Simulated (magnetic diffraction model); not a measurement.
# Solving a magnetic structure from powder neutron data: Ba3Nd2I4Br8

Space group P4/mbm (no. 127), a = 12.7670 Å, c = 7.7490 Å.

| site | atom | x | y | z |
| --- | --- | --- | --- | --- |
| 4g | Nd | 0.6313 | 0.8687 | 0 |
| 4h | Ba | 0.3159 | 0.8159 | 1/2 |
| 2a | Ba | 1/2 | 1/2 | 0 |
| 4g | I | 0.3082 | 0.8082 | 0 |
| 4f | I | 0 | 1/2 | 0.2539 |
| 16l | Br | 0.7963 | 0.9456 | 0.7308 |

The compound is invented for this exercise: a known structure type with other elements, its cell scaled to their sizes and not relaxed.

Only Nd is taken to order (form factors of Nd3+); orders and moment sizes are assumed, and not adapted to the symmetry. Radiation: neutrons of λ = 1.594 Å, 3° to 30°; isotropic B of 0.46 Å² (Nd), 0.69 Å² (Ba), 0.69 Å² (I) and 0.61 Å² (Br). Simulated constant-wavelength pattern: nuclear and magnetic terms add, the magnetic one as |2.695 fm × Σ f S⊥ exp(2πi Q·r) exp(−B s²)|², summed over all Q at one angle with the factor 1/(sin²θ cos θ). For collinear order S is the moment m, which repeats by lattice and centring translations R with the sign exp(−2πi k·R). Free-ion form factors, Sears's scattering lengths of 1992, no absorption; a label names one of the reflections at its angle. The strongest nuclear line in the range is 100, and lines under 0.2 are left out.

Above the ordering temperature:

| 2θ (°) | index | I |
| --- | --- | --- |
| 11.81 | (0 0 1) | 11.9 |
| 14.35 | (2 0 0) | 0.3 |
| 15.58 | (1 1 1) | 1.4 |
| 16.05 | (2 1 0) | 11.2 |
| 18.62 | (2 0 1) | 0.8 |
| 19.97 | (2 1 1) | 17.4 |
| 20.34 | (2 2 0) | 3.3 |
| 22.77 | (3 1 0) | 2.1 |
| 23.58 | (2 2 1) | 6.5 |
| 23.74 | (0 0 2) | 7.4 |
| 25.72 | (3 1 1) | 22.8 |
| 25.87 | (1 1 2) | 3.9 |
| 26.02 | (3 2 0) | 3.8 |
| 27.85 | (2 0 2) | 17.2 |
| 28.66 | (3 2 1) | 14.4 |
| 28.79 | (2 1 2) | 14.3 |
| 28.92 | (4 0 0) | 5.8 |
| 29.83 | (4 1 0) | 100.0 |

Below it (cell unchanged):

```tsv
2θ (°)	I
8.00	3.6
11.81	11.9
12.34	11.1
12.92	3.2
14.28	2.6
14.35	0.3
14.79	7.9
15.58	1.4
15.99	0.9
16.05	11.2
17.54	6.9
17.96	0.8
18.62	0.8
18.96	9.7
19.35	0.7
19.97	17.4
20.34	3.3
21.55	1.4
21.89	0.6
22.73	2.7
22.77	2.1
23.58	6.5
23.74	7.4
24.02	3.0
24.17	2.3
24.94	0.8
25.09	0.8
25.72	22.8
25.87	3.9
25.98	0.3
26.02	3.8
26.12	0.5
26.98	3.7
27.12	3.7
27.85	17.2
27.95	0.3
```
(The table stops after 36 lines; 9 more lie at higher angle.)

**Question.** Check that the new lines index with k = (1/2 0 0), then choose among these models:
A. collinear moments along [100], 3 μB on Nd; signs + at (0.6313, 0.8687, 0), + at (0.1313, 0.6313, 0), − at (0.8687, 0.3687, 0), − at (0.3687, 0.1313, 0)
B. collinear moments along [111], 3 μB on Nd; signs + at (0.6313, 0.8687, 0), + at (0.1313, 0.6313, 0), − at (0.8687, 0.3687, 0), − at (0.3687, 0.1313, 0)
C. collinear moments along [100], 3 μB on Nd; signs + at (0.6313, 0.8687, 0), + at (0.1313, 0.6313, 0), + at (0.8687, 0.3687, 0), + at (0.3687, 0.1313, 0)
D. collinear moments along [111], 3 μB on Nd; signs + at (0.6313, 0.8687, 0), + at (0.1313, 0.6313, 0), + at (0.8687, 0.3687, 0), + at (0.3687, 0.1313, 0)

The new lines index as (1/2 -1 0) at 8.00°, (1/2 0 1) at 12.34°, (3/2 1 0) at 12.92° and (1/2 -1 1) at 14.28°, that is as H ± k with k = (1/2 0 0), one of 2 inequivalent arms of its star (k and −k counted as one), which a powder can't tell apart. Half indices mean that the moments reverse under translations with k·R a half-integer, and the magnetic cell has twice the primitive volume.

Magnetic intensity, observed (below minus above) and for each model:

| 2θ (°) | index | observed | A | B | C | D |
| --- | --- | --- | --- | --- | --- | --- |
| 3.58 | (1/2 0 0) | <0.2 | <0.2 | 6.5 | <0.2 | 42.5 |
| 8.00 | (1/2 -1 0) | 3.6 | 23.4 | 26.7 | 3.6 | 4.1 |
| 12.34 | (1/2 0 1) | 11.1 | 1.7 | 1.5 | 11.1 | 10.0 |
| 14.28 | (1/2 -1 1) | 2.6 | 16.9 | 15.7 | 2.6 | 2.4 |
| 14.79 | (1/2 2 0) | 7.9 | 1.2 | 0.8 | 7.9 | 5.1 |
| 18.96 | (1/2 2 1) | 9.7 | 1.5 | 1.1 | 9.7 | 7.1 |
| 21.55 | (5/2 0 1) | 1.4 | 6.6 | 7.1 | 1.4 | 1.3 |
| 22.73 | (5/2 -1 1) | 2.7 | 0.2 | 0.6 | 2.7 | 6.3 |

Model C matches.

The absence at (1/2 0 0) is telling: Q lies along the moments there, so the part normal to Q vanishes.

The structure used: k = (1/2 0 0), collinear moments along [100], 3 μB on Nd; signs + at (0.6313, 0.8687, 0), + at (0.1313, 0.6313, 0), + at (0.8687, 0.3687, 0), + at (0.3687, 0.1313, 0).

[Logs are printed without paths, hosts, clocks, repeated set-up lines and the standing remarks that a program may print on its own settings, such as how far it seeks lower states.]
